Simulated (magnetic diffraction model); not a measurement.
# Solving a magnetic structure from powder neutron data: PrCrB2

Space group Pmmn (no. 59, origin choice 1), a = 3.4560 Å, b = 9.4740 Å, c = 5.8920 Å.

| site | atom | x | y | z |
| --- | --- | --- | --- | --- |
| 4e | Pr | 1/2 | 0.2522 | 0.2532 |
| 2a | Cr | 1/2 | 1/2 | 0.5855 |
| 2b | Cr | 1/2 | 0 | 0.9259 |
| 4e | B | 1/2 | 0.4080 | 0.9239 |
| 4e | B | 1/2 | 0.9132 | 0.5897 |

The compound is invented for this exercise: a known structure type with other elements, its cell scaled to their sizes and not relaxed.

Only Pr is taken to order (form factors of Pr3+); orders and moment sizes are assumed, and not adapted to the symmetry. Radiation: neutrons of λ = 1.8 Å (absorption by B left out), 8° to 50°; isotropic B of 0.49 Å² (Pr), 0.69 Å² (Cr) and 0.97 Å² (B). The intensities are simulated: I ∝ L Σ (|F_N|² + |F_M⊥|²) for unpolarised neutrons, with F_M = 2.695 fm/μB × Σ f(s) S exp(2πi Q·r) exp(−B s²) at Q = H ± k (one set where k and −k are equivalent), only the part normal to Q counting and L = 1/(sin²θ cos θ). For collinear order S is the moment m, which repeats by lattice and centring translations R with the sign exp(−2πi k·R). Form factors are spin-only for 3d ions and dipole or tabulated for f ions, scattering lengths are Sears's of 1992, and absorption is left out. A label names one of the reflections at its angle. The strongest nuclear line in the range is 100, and lines under 0.2 are left out.

Above the ordering temperature:

```tsv
2θ (°)	index	I
20.73	(0 1 1)	0.3
21.91	(0 2 0)	15.3
35.15	(1 0 1)	5.2
35.58	(0 0 2)	3.2
36.90	(1 1 1)	34.7
37.32	(0 1 2)	17.6
41.80	(1 2 1)	100.0
42.17	(0 2 2)	51.4
44.67	(0 4 0)	0.9
45.42	(1 3 0)	0.3
48.35	(0 4 1)	0.2
49.06	(1 3 1)	17.8
49.39	(0 3 2)	8.2
```

Below it (cell unchanged):

```
2θ (°)      I
 20.73  116.3
 21.91   15.3
 32.19   55.5
 35.15    5.2
 35.58    3.2
 36.90   34.8
 37.32   17.7
 37.73    9.8
 41.80  100.0
 42.17   51.4
 44.67    0.9
 45.42   13.4
 48.35    0.2
 48.73   46.3
 49.06   17.9
 49.39    8.2
```

**Question.** Find the propagation vector, then choose among these models:
A. collinear moments along [010], 3 μB on Pr; signs + at (1/2, 0.2522, 0.2532), − at (1/2, 0.7478, 0.2532), − at (0, 0.2478, 0.7468), + at (0, 0.7522, 0.7468)
B. collinear moments along [001], 3 μB on Pr; signs + at (1/2, 0.2522, 0.2532), + at (1/2, 0.7478, 0.2532), − at (0, 0.2478, 0.7468), − at (0, 0.7522, 0.7468)
C. collinear moments along [010], 3 μB on Pr; signs + at (1/2, 0.2522, 0.2532), + at (1/2, 0.7478, 0.2532), − at (0, 0.2478, 0.7468), − at (0, 0.7522, 0.7468)
D. collinear moments along [001], 3 μB on Pr; signs + at (1/2, 0.2522, 0.2532), − at (1/2, 0.7478, 0.2532), − at (0, 0.2478, 0.7468), + at (0, 0.7522, 0.7468)

No line moves, and magnetic intensity falls on nuclear lines such as the one at 20.73°; new lines at (1 1 0) and (0 3 1) have whole indices that obey the lattice centring, at places with no nuclear intensity to speak of, so the magnetic cell equals the chemical primitive cell: k = 0.

Magnetic intensity, observed (below minus above) and for each model:

| 2θ (°) | index | observed | A | B | C | D |
| --- | --- | --- | --- | --- | --- | --- |
| 17.57 | (0 0 1) | <0.2 | <0.2 | <0.2 | 113.3 | <0.2 |
| 20.73 | (0 1 1) | 116.0 | 116.0 | <0.2 | <0.2 | 44.9 |
| 28.22 | (0 2 1) | <0.2 | <0.2 | 50.8 | 32.8 | <0.2 |
| 30.19 | (1 0 0) | <0.2 | <0.2 | 36.1 | 36.1 | <0.2 |
| 32.19 | (1 1 0) | 55.5 | 55.5 | <0.2 | <0.2 | 62.9 |
| 37.61 | (1 2 0) | <0.2 | <0.2 | 44.4 | 29.0 | <0.2 |
| 37.73 | (0 3 1) | 9.8 | 9.8 | <0.2 | <0.2 | 34.2 |
| 48.73 | (1 1 2) | 46.2 | 46.2 | <0.2 | <0.2 | 22.0 |

Model A matches.

The absence at (0 0 1) is telling: the sublattices cancel there.

The structure used: k = (0 0 0), collinear moments along [010], 3 μB on Pr; signs + at (1/2, 0.2522, 0.2532), − at (1/2, 0.7478, 0.2532), − at (0, 0.2478, 0.7468), + at (0, 0.7522, 0.7468).

[Logs are printed without paths, hosts, clocks, repeated set-up lines and the standing remarks that a program may print on its own settings, such as how far it seeks lower states.]
